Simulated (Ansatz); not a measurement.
# Phonons of HfB2 (P6/mmm) against volume

Aim: how do the optical modes of HfB2 (P6/mmm) move with volume?

Main program and level: Ansatz 0.2.0; DFT LDA, scalar-relativistic, plane waves, PAW; PAW set soft_1.

Most raw output is cut from this account.

**1. The structure**

Symmetry: P6/mmm, No. 191, hexagonal system. The conventional cell has a = 3.140 Å, b = 3.140 Å, c = 3.480 Å, α = 90.00°, β = 90.00°, γ = 120.00°. Nearest to B lie 3 B at 1.81 Å and 6 Hf at 2.51 Å. Nearest to Hf lie 12 B at 2.51 Å. Farther neighbours are not listed.

**2. A rough relaxation first**

The start is far from rest, so a relaxation with loose tolerances brings it close first.

Input file input.yaml:

```yaml
crystal:
  lattice:
    - [3.14, 0.0, 0.0]
    - [-1.57, 2.7193197679, 0.0]
    - [0.0, 0.0, 3.48]
  atoms:
    - { symbol: B, position: [0.33333333, 0.66666667, 0.5] }
    - { symbol: B, position: [0.66666667, 0.33333333, 0.5] }
    - { symbol: Hf, position: [0.0, 0.0, 0.0] }
kpoints:
  mp_grid: { grid: [9, 9, 6] }
hamiltonian:
  xc: lda
  pseudopotentials: { kind: paw, azcp: { folder: soft_1 }, xc_functional: pbe }
scf:
  occupations: { method: gaussian, width: 0.1 }
output:
  forces: true
  stress: true
  eigenvalues: true
relax:
  adjacent_minimum: "off"
  f_tol: 0.05
  max_steps: 80
  cell: { stress_tol: 0.5 }
```

On the command line:

```sh
$ ansatz run input.yaml --threads 4 --pin off --max-ram 10240MiB --backend cpu --events-out ev --progress --plain --runs-dir out
```

It took 1.7 s on 4 threads of INTEL XEON PLATINUM 8581C at 2.10GHz (Emerald Rapids), shared host; peak memory 0.4 GiB.

The steps of the relaxation:

```csv
step,energy less that of the first step (eV),largest force component (eV/Å),pressure (GPa),volume (Å³)
1,0.0000,0.0000,-10.13,29.71
2,-0.0282,0.0000,4.21,28.09
3,-0.0394,0.0000,0.06,28.55
4,-0.0397,0.0000,-0.09,28.55
5*,-0.0389,0.0000,-0.13,28.55
```

Relaxation steps marked * repeat the geometry before them on a plane-wave basis chosen anew for their cell, so energy and pressure can jump there.

Forces are held to the 24 operations that the run works with; a distortion that breaks them can't arise in this run.

```csv
"conventional cell, symmetrised",before,after,change
a (Å),3.140,3.106,-1.1 %
b (Å),3.140,3.106,-1.1 %
c (Å),3.480,3.418,-1.8 %
volume (Å³/atom),9.90,9.52,-3.9 %
```

The relaxed structure:

```
B Hf
1.0
     3.10575    0.00000    0.00000
    -1.55288    2.68966    0.00000
     0.00000    0.00000    3.41811
B Hf
2 1
Direct
  0.33333 0.66667 0.50000
  0.66667 0.33333 0.50000
  0.00000 0.00000 0.00000
```

This step gave:

```
pressure          : -0.1303 GPa
volume per atom   : 9.518 Å³
gap on the k-mesh : 0 eV
```

In this step the volume went from 9.90 to 9.52 Å³/atom.

**3. Bringing the structure to rest**

Harmonic phonons are second derivatives at a point where the forces vanish, and they are wanted at zero stress, so atoms and cell are relaxed first.

input.yaml, the sections that differ from step 2:

```yaml
crystal:
  lattice:
    - [3.1057505561, 0.0, 0.0]
    - [-1.552875278, 2.6896588794, 0.0]
    - [0.0, 0.0, 3.4181075205]
  atoms:
    - { symbol: B, position: [0.3333333333, 0.6666666667, 0.5] }
    - { symbol: B, position: [0.6666666667, 0.3333333333, 0.5] }
    - { symbol: Hf, position: [0.0, 0.0, 0.0] }
kpoints:
  mp_grid: { grid: [15, 15, 12] }
output:
  forces: true
  stress: true
  eigenvalues: true
  write_density: true
  write_potential: true
  elf: true
  volumetric_format: npy
relax:
  adjacent_minimum: "off"
  f_tol: 0.005
  max_steps: 80
  cell: { stress_tol: 0.05 }
# hamiltonian, scf: as in step 2
```

The job ended after 3.9 s (4 threads; peak memory 0.49 GiB).

Step by step:

```csv
step,energy less that of the first step (eV),largest force component (eV/Å),pressure (GPa),volume (Å³)
1,0.0000,0.0000,-0.19,28.55
2,-0.0001,0.0000,-0.12,28.55
3,-0.0001,0.0000,-0.03,28.54
4*,-0.0001,0.0000,-0.04,28.54
```

Relaxation steps marked * repeat the geometry before them on a plane-wave basis chosen anew for their cell, so energy and pressure can jump there.

Forces are held to the 24 operations that the run works with; a distortion that breaks them can't arise in this run.

```csv
"conventional cell, symmetrised",before,after,change
a (Å),3.106,3.103,-0.1 %
b (Å),3.106,3.103,-0.1 %
c (Å),3.418,3.422,+0.1 %
volume (Å³/atom),9.52,9.51,-0.0 %
```

Final coordinates:

```xyz
3
Lattice="3.1031 0.0000 0.0000 -1.5516 2.6874 0.0000 0.0000 0.0000 3.4224" Properties=species:S:1:pos:R:3 pbc="T T T"
B     0.0000    1.7916    1.7112
B     1.5516    0.8958    1.7112
Hf    0.0000    0.0000    0.0000
```

This step gave:

| Quantity | Value |
| --- | --- |
| pressure | -0.03506 GPa |
| volume per atom | 9.514 Å³ |

Electrostatic potential energy in the ab plane at fractional z = 0.500, with atoms of B within 0.2 Å of it. With pseudopotentials it is smooth inside the atoms' cores, unlike the true potential.

Ten even steps from '0' (-25 eV) to '9' (20 eV):
```
9999988778899999
9999864346899999
9998520025899999
9985100015899999
9862000026899999
8840000048888888
8730000378865568
8742124787421247
8865568873000037
8888888840000048
9999998620000268
9999998510001589
9999998520025899
9999998643468999
9999998877889999
9999998888899999
```
Columns run along a (3.1 Å; values clipped at the 3rd and 97th percentile), rows up along b (3.1 Å). Atoms in or near the plane, at fractional coordinates: B at (0.33, 0.67), B at (0.67, 0.33).

ELF in the ab plane at fractional z = 0.500, with atoms of B within 0.2 Å of it. It is the smooth field of the valence electrons, not physical close to the nuclei.

Ten even steps from '0' (0.00) to '9' (0.86):
```
2235689999865322
2346777777764322
4566543345665433
6675200025766545
7874000047876666
9973000379987678
9973003799975579
9974247999742479
9975579997300379
9876789973000379
7666678740000478
6545667520002576
4334566543345665
2223467777777643
2223568999986532
2224679999976422
```
Columns run along a (3.1 Å), rows up along b (3.1 Å). Atoms in or near the plane, at fractional coordinates: B at (0.33, 0.67), B at (0.67, 0.33).

Valence density in the ab plane at fractional z = 0.500, with atoms of B within 0.2 Å of it. It is the smooth field of the valence electrons, not physical close to the nuclei.

Values in e/Å³, 16 rows by 16 columns:
```
0.18 0.20 0.24 0.31 0.41 0.55 0.68 0.77 0.77 0.68 0.54 0.41 0.31 0.24 0.20 0.18
0.21 0.24 0.30 0.39 0.51 0.66 0.78 0.82 0.78 0.66 0.51 0.39 0.30 0.24 0.21 0.20
0.26 0.31 0.39 0.50 0.64 0.74 0.77 0.77 0.74 0.64 0.50 0.39 0.31 0.26 0.24 0.24
0.35 0.41 0.51 0.64 0.71 0.64 0.56 0.64 0.71 0.64 0.51 0.41 0.35 0.31 0.30 0.31
0.46 0.55 0.66 0.74 0.64 0.41 0.41 0.64 0.74 0.66 0.54 0.46 0.41 0.39 0.39 0.41
0.60 0.68 0.78 0.77 0.56 0.41 0.56 0.77 0.78 0.68 0.60 0.54 0.51 0.50 0.51 0.54
0.71 0.77 0.82 0.77 0.64 0.64 0.77 0.82 0.77 0.71 0.68 0.66 0.64 0.64 0.66 0.68
0.76 0.77 0.78 0.74 0.71 0.74 0.78 0.77 0.76 0.77 0.78 0.74 0.71 0.74 0.78 0.77
0.71 0.68 0.66 0.64 0.64 0.66 0.68 0.71 0.77 0.82 0.77 0.64 0.64 0.77 0.82 0.77
0.60 0.54 0.51 0.50 0.51 0.54 0.60 0.68 0.78 0.77 0.56 0.41 0.56 0.77 0.78 0.68
0.46 0.41 0.39 0.39 0.41 0.46 0.54 0.66 0.74 0.64 0.41 0.41 0.64 0.74 0.66 0.55
0.35 0.31 0.30 0.31 0.35 0.41 0.51 0.64 0.71 0.64 0.56 0.64 0.71 0.64 0.51 0.41
0.26 0.24 0.24 0.26 0.31 0.39 0.50 0.64 0.74 0.77 0.77 0.74 0.64 0.50 0.39 0.31
0.21 0.20 0.21 0.24 0.30 0.39 0.51 0.66 0.78 0.82 0.78 0.66 0.51 0.39 0.30 0.24
0.18 0.18 0.20 0.24 0.31 0.41 0.54 0.68 0.77 0.77 0.68 0.55 0.41 0.31 0.24 0.20
0.18 0.18 0.21 0.26 0.35 0.46 0.60 0.71 0.76 0.71 0.60 0.46 0.35 0.26 0.21 0.18
```
Columns run along a (3.1 Å), rows up along b (3.1 Å). Atoms in or near the plane, at fractional coordinates: B at (0.33, 0.67), B at (0.67, 0.33).

In this step the volume went from 9.52 to 9.51 Å³/atom.

**4. Tight relaxation**

Phonons need small forces and stress, so the relaxation is finished with tight tolerances on 15×15×12 k points.

input.yaml, the sections that differ from step 3:

```yaml
crystal:
  lattice:
    - [3.103137556, 0.0, 0.0]
    - [-1.551568778, 2.687395955, 0.0]
    - [0.0, 0.0, 3.4224377966]
  atoms:
    - { symbol: B, position: [0.3333333333, 0.6666666667, 0.5] }
    - { symbol: B, position: [0.6666666667, 0.3333333333, 0.5] }
    - { symbol: Hf, position: [0.0, 0.0, 0.0] }
scf:
  occupations: { method: methfessel_paxton, width: 0.2 }
output:
  forces: true
  stress: true
  eigenvalues: true
relax:
  adjacent_minimum: "off"
  f_tol: 0.001
  max_steps: 60
  cell: { stress_tol: 0.01 }
# kpoints, hamiltonian: as in step 3
```

It took 3 s on 4 threads; peak memory 0.48 GiB.

Little changed from the start: no atom moved by 0.005 Å and no cell edge by 0.1 %.

Numbers from this step:

| Quantity | Value |
| --- | --- |
| pressure | 0.004083 GPa |
| volume per atom | 9.512 Å³ |

The forces vanish by symmetry and the pressure is 0.004 GPa, within the tolerances set. The cell now holds 9.51 Å³/atom.

**5. Modes at rest**

The force constants come from the linear response of the density to a displacement.

The modes at rest are the reference of the series.

input.yaml, the sections that differ from step 4:

```yaml
crystal:
  lattice:
    - [3.102943116, 0.0, 0.0]
    - [-1.551471558, 2.687227565, 0.0]
    - [0.0, 0.0, 3.422325395]
  atoms:
    - { symbol: B, position: [0.3333333333, 0.6666666667, 0.5] }
    - { symbol: B, position: [0.6666666667, 0.3333333333, 0.5] }
    - { symbol: Hf, position: [0.0, 0.0, 0.0] }
output:
  eigenvalues: true
phonons:
  method: dfpt
# kpoints, hamiltonian, scf: as in step 4
# relax: removed
```

It took 17 s on 4 threads; peak memory 1.2 GiB.

Numbers from this step:

| Quantity | Value |
| --- | --- |
| sum-rule residual before enforcement | 6.85e-6 eV/Å² |
| point group | 6/mmm |
| highest optical mode at the zone centre (no LO-TO term) | 832.5 cm⁻¹ |
| lowest optical zone-centre mode | 457.4 cm⁻¹ |

Patterns of degenerate modes are one choice out of their space. Modes at Γ, with each element's share of the kinetic energy:

```csv
mode,frequency (cm⁻¹),symmetry,B %,Hf %
1,0.0,acoustic,11,89
2,0.0,acoustic,11,89
3,0.0,acoustic,11,89
4,457.4,E1u,89,11
5,457.4,E1u,89,11
6,485.0,A2u,89,11
7,572.8,B1g,100,0
8,832.5,E2g,100,0
9,832.5,E2g,100,0
```

Displacements in mode 5 (457.4 cm⁻¹), the largest set to 1:
```
B1   0.00  1.00  0.00
B2   0.00  1.00  0.00
Hf3  0.00 -0.12  0.00
```

Displacements in mode 7 (572.8 cm⁻¹), the largest set to 1:
```
B1   0.00  0.00  1.00
B2   0.00  0.00 -1.00
Hf3  0.00  0.00  0.00
```

Before it was imposed, the acoustic sum rule was missed by 6.9e-6 eV/Å². Small misses are needed for a sound result but don't prove that mesh and cutoff are converged. The lowest optical mode is real, 457 cm⁻¹.

**6. Relaxation of a member: 1.06 times the volume at rest**

The cell is set to 1.06 times the volume at rest, and shape and atoms relax at that volume.

input.yaml, the sections that differ from step 5:

```yaml
crystal:
  lattice:
    - [3.1603505332, 0.0, 0.0]
    - [-1.5801752666, 2.7369438467, 0.0]
    - [0.0, 0.0, 3.4970696521]
  atoms:
    - { symbol: B, position: [0.3333333333, 0.6666666667, 0.5] }
    - { symbol: B, position: [0.6666666667, 0.3333333333, 0.5] }
    - { symbol: Hf, position: [0.0, 0.0, 0.0] }
output:
  forces: true
  stress: true
  eigenvalues: true
relax:
  adjacent_minimum: "off"
  f_tol: 0.001
  max_steps: 60
  cell: { stress_tol: 0.01, fix: [volume] }
# kpoints, hamiltonian, scf: as in step 5
# phonons: removed
```

Wall time 4.1 s (4 threads); peak memory 0.48 GiB.

Step by step:

```csv
step,energy less that of the first step (eV),largest force component (eV/Å),pressure (GPa),volume (Å³)
1,0.0000,0.0000,-14.26,30.25
2,-0.0001,0.0000,-14.21,30.25
3,-0.0001,0.0000,-14.22,30.25
4*,-0.0001,0.0000,-14.23,30.25
```

Relaxation steps marked * repeat the geometry before them on a plane-wave basis chosen anew for their cell, so energy and pressure can jump there.

Forces are held to the 24 operations that the run works with; a distortion that breaks them can't arise in this run.

```csv
"conventional cell, symmetrised",before,after,change
a (Å),3.160,3.159,-0.1 %
b (Å),3.160,3.159,-0.1 %
c (Å),3.497,3.501,+0.1 %
volume (Å³/atom),10.08,10.08,+0.0 %
```

The relaxed structure:

```xyz
3
Lattice="3.1585 0.0000 0.0000 -1.5793 2.7354 0.0000 0.0000 0.0000 3.5011" Properties=species:S:1:pos:R:3 pbc="T T T"
B     0.0000    1.8236    1.7505
B     1.5793    0.9118    1.7505
Hf    0.0000    0.0000    0.0000
```

Numbers from this step:

```
pressure        : -14.23 GPa
volume per atom : 10.08 Å³
```

The forces vanish by symmetry, at a pressure of -14.23 GPa.

**7. Zone-centre modes of the member: 1.06 times the volume at rest**

The zone-centre modes follow for 1.06 times the volume at rest.

input.yaml, the sections that differ from step 6:

```yaml
crystal:
  lattice:
    - [3.1585348588, 0.0, 0.0]
    - [-1.5792674294, 2.7353714264, 0.0]
    - [0.0, 0.0, 3.5010913681]
  atoms:
    - { symbol: B, position: [0.3333333333, 0.6666666667, 0.5] }
    - { symbol: B, position: [0.6666666667, 0.3333333333, 0.5] }
    - { symbol: Hf, position: [0.0, 0.0, 0.0] }
output:
  eigenvalues: true
phonons:
  method: dfpt
# kpoints, hamiltonian, scf: as in step 6
# relax: removed
```

Elapsed: 19 s, on 4 threads; peak memory 1.2 GiB.

Numbers from this step:

- sum-rule residual before enforcement: 7.08e-6 eV/Å²
- highest optical mode at the zone centre (no LO-TO term): 768.8 cm⁻¹
- lowest optical zone-centre mode: 420.4 cm⁻¹

Patterns of degenerate modes are one choice out of their space. Modes at Γ, with each element's share of the kinetic energy:

```csv
mode,frequency (cm⁻¹),symmetry,B %,Hf %
1,0.0,acoustic,11,89
2,0.0,acoustic,11,89
3,0.0,acoustic,11,89
4,420.4,E1u,89,11
5,420.4,E1u,89,11
6,432.7,A2u,89,11
7,532.0,B1g,100,0
8,768.8,E2g,100,0
9,768.8,E2g,100,0
```

The lowest optical mode is real, 420 cm⁻¹, and the highest lies at 768.8 cm⁻¹.

Between step 5 and this run (volume ratio 1.06) the value for the highest optical mode at the zone centre (no LO-TO term) moves from 833 cm⁻¹ to 769 cm⁻¹ (-8 %).

**8. Relaxation of a member: 0.9 times the volume at rest**

The cell is set to 0.9 times the volume at rest, and shape and atoms relax at that volume.

input.yaml, the sections that differ from step 7:

```yaml
crystal:
  lattice:
    - [3.0015795207, 0.0, 0.0]
    - [-1.5007897604, 2.5994441164, 0.0]
    - [0.0, 0.0, 3.2916354454]
  atoms:
    - { symbol: B, position: [0.3333333333, 0.6666666667, 0.5] }
    - { symbol: B, position: [0.6666666667, 0.3333333333, 0.5] }
    - { symbol: Hf, position: [0.0, 0.0, 0.0] }
output:
  forces: true
  stress: true
  eigenvalues: true
relax:
  adjacent_minimum: "off"
  f_tol: 0.001
  max_steps: 60
  cell: { stress_tol: 0.01, fix: [volume] }
# kpoints, hamiltonian, scf: as in step 7
# phonons: removed
```

The job ended after 3.8 s (4 threads; peak memory 0.48 GiB; 13 s of CPU time).

Little changed from the start: no atom moved by 0.005 Å and no cell edge by 0.1 %.

Numbers from this step:

| Property | Result |
| --- | --- |
| pressure | 35.40 GPa |
| volume per atom | 8.561 Å³ |

The forces vanish by symmetry, at a pressure of 35.40 GPa.

**9. Zone-centre modes of the member: 0.9 times the volume at rest**

The zone-centre modes follow for 0.9 times the volume at rest.

input.yaml, the sections that differ from step 8:

```yaml
crystal:
  lattice:
    - [3.0028371968, 0.0, 0.0]
    - [-1.5014185984, 2.6005332958, 0.0]
    - [0.0, 0.0, 3.2888787564]
  atoms:
    - { symbol: B, position: [0.3333333333, 0.6666666667, 0.5] }
    - { symbol: B, position: [0.6666666667, 0.3333333333, 0.5] }
    - { symbol: Hf, position: [0.0, 0.0, 0.0] }
output:
  eigenvalues: true
phonons:
  method: dfpt
# kpoints, hamiltonian, scf: as in step 8
# relax: removed
```

It took 17 s on 4 threads; peak memory 1.1 GiB.

Numbers from this step:

```
sum-rule residual before enforcement                    : 4.01e-5 eV/Å²
highest optical mode at the zone centre (no LO-TO term) : 953.9 cm⁻¹
lowest optical zone-centre mode                         : 526.7 cm⁻¹
```

Patterns of degenerate modes are one choice out of their space. Modes at Γ, with each element's share of the kinetic energy:

```csv
mode,frequency (cm⁻¹),symmetry,B %,Hf %
1,0.0,acoustic,11,89
2,0.0,acoustic,11,89
3,0.0,acoustic,11,89
4,526.7,E1u,89,11
5,526.7,E1u,89,11
6,582.0,A2u,89,11
7,647.5,B1g,100,0
8,953.9,E2g,100,0
9,953.9,E2g,100,0
```

Displacements in mode 4 (526.7 cm⁻¹), the largest set to 1:
```
B1   0.41  1.00  0.00
B2   0.41  1.00  0.00
Hf3 -0.05 -0.12  0.00
```

Displacements in mode 8 (953.9 cm⁻¹), the largest set to 1:
```
B1   0.00  1.00  0.00
B2   0.00 -1.00  0.00
Hf3  0.00  0.00  0.00
```

The lowest optical mode is real, 527 cm⁻¹, and the highest lies at 953.9 cm⁻¹.

Between step 5 and this run (volume ratio 0.9) the value for the highest optical mode at the zone centre (no LO-TO term) moves from 833 cm⁻¹ to 954 cm⁻¹ (+15 %).

**10. The series together**

The members are set side by side, also those not shown above.

Each row is one cell with its response, relaxed at fixed volume as far as symmetry leaves anything free; energies are extrapolated to zero smearing, and E0 is that at rest; shape and atoms are relaxed in each cell where symmetry leaves them free; all runs use 15×15×12 k points and Methfessel-Paxton smearing of 0.2 eV. State of the crystal along the series:

```csv
volume ratio,V (Å³/atom),pressure (GPa),E - E0 (meV/atom),first cell vector (Å),third cell vector (Å)
0.9,8.561,35.4,96.44,3.003,3.289
0.92,8.751,26.84,59.57,3.024,3.316
0.94,8.941,19.11,32.37,3.044,3.343
0.96,9.132,12.1,13.91,3.064,3.369
0.98,9.322,5.755,3.364,3.084,3.396
0.99,9.417,2.808,0.8255,3.093,3.409
1,9.512,0.004083,0,3.103,3.422
1.02,9.702,-5.209,3.135,3.122,3.449
1.04,9.893,-9.937,12.17,3.14,3.475
1.06,10.08,-14.22,26.56,3.159,3.501
```

Each mode is tracked from rest by its pattern, and modes that stay within 0.3 cm⁻¹ of each other stand once; shape and atoms are relaxed in each cell where symmetry leaves them free; all runs use 15×15×12 k points and Methfessel-Paxton smearing of 0.2 eV. Optical modes along the series:

```csv
V (Å³/atom),mode 4 E1u (cm⁻¹),mode 6 A2u (cm⁻¹),mode 7 B1g (cm⁻¹),mode 8 E2g (cm⁻¹)
8.561,526.7,582,647.5,953.9
8.751,512,561.5,631.8,927.9
8.941,497.7,541.5,616.5,902.8
9.132,483.9,522.2,601.6,878.6
9.322,470.4,503.4,587,855.2
9.417,463.9,494.1,579.8,843.8
9.512,457.4,485,572.8,832.5
9.702,444.7,467.2,558.9,810.6
9.893,432.4,449.8,545.3,789.4
10.08,420.4,432.7,532,768.8
```

From cubic fits (parabolas where under five rows exist) of ln ω and P against ln V through the rows within about 4 % of rest: γ = −d ln ω / d ln V and dω/dP = γ ω / B. Slopes at rest:

```csv
mode,fitted frequency at rest (cm⁻¹),Grüneisen parameter γ,dω/dP (cm⁻¹/GPa)
mode 4 E1u,457.4,1.41,2.35
mode 6 A2u,485,1.86,3.3
mode 7 B1g,572.8,1.23,2.57
mode 8 E2g,832.5,1.34,4.07
```

**11. Outcome**

```yaml
members: 10
highest_optical_mode_at_the_zone_centre_no_lo_to_term_at_rest: 832.5 cm⁻¹
bulk_modulus_at_rest: 274 GPa
mode_4_e1u_gamma: 1.41
mode_6_a2u_gamma: 1.86
mode_7_b1g_gamma: 1.23
mode_8_e2g_gamma: 1.34
```

**Reading.** The series spans -14.2 to 35.4 GPa, and the slope at rest gives a bulk modulus of 274 GPa. Among the modes in the table of slopes γ runs from 1.23 (mode 7 B1g) to 1.86 (mode 6 A2u). One k mesh and one cutoff serve the ground states and modes of all volumes. These are harmonic frequencies at zero temperature: anharmonic shifts, linewidths and thermal expansion are left out. Spin-orbit coupling is left out, which can matter for the heavy elements here. With no gap, or one that is small against the smearing, the frequencies hang on the k mesh and the smearing, most of all near Kohn anomalies. The PAW files were made for PBE; the program adapts parts of them to the functional of the run, but their partial waves stay those of PBE, an approximation that was not tested in this session. Only the zone centre was solved, so an instability at another wavevector cannot show here.

[Logs are printed without paths, hosts, clocks, repeated set-up lines and the standing remarks that a program may print on its own settings, such as how far it seeks lower states.]

[Hosts, paths, dates, database ids (printed as entryN), source tags and the programs' standing remarks are cut or masked in the printed files.]
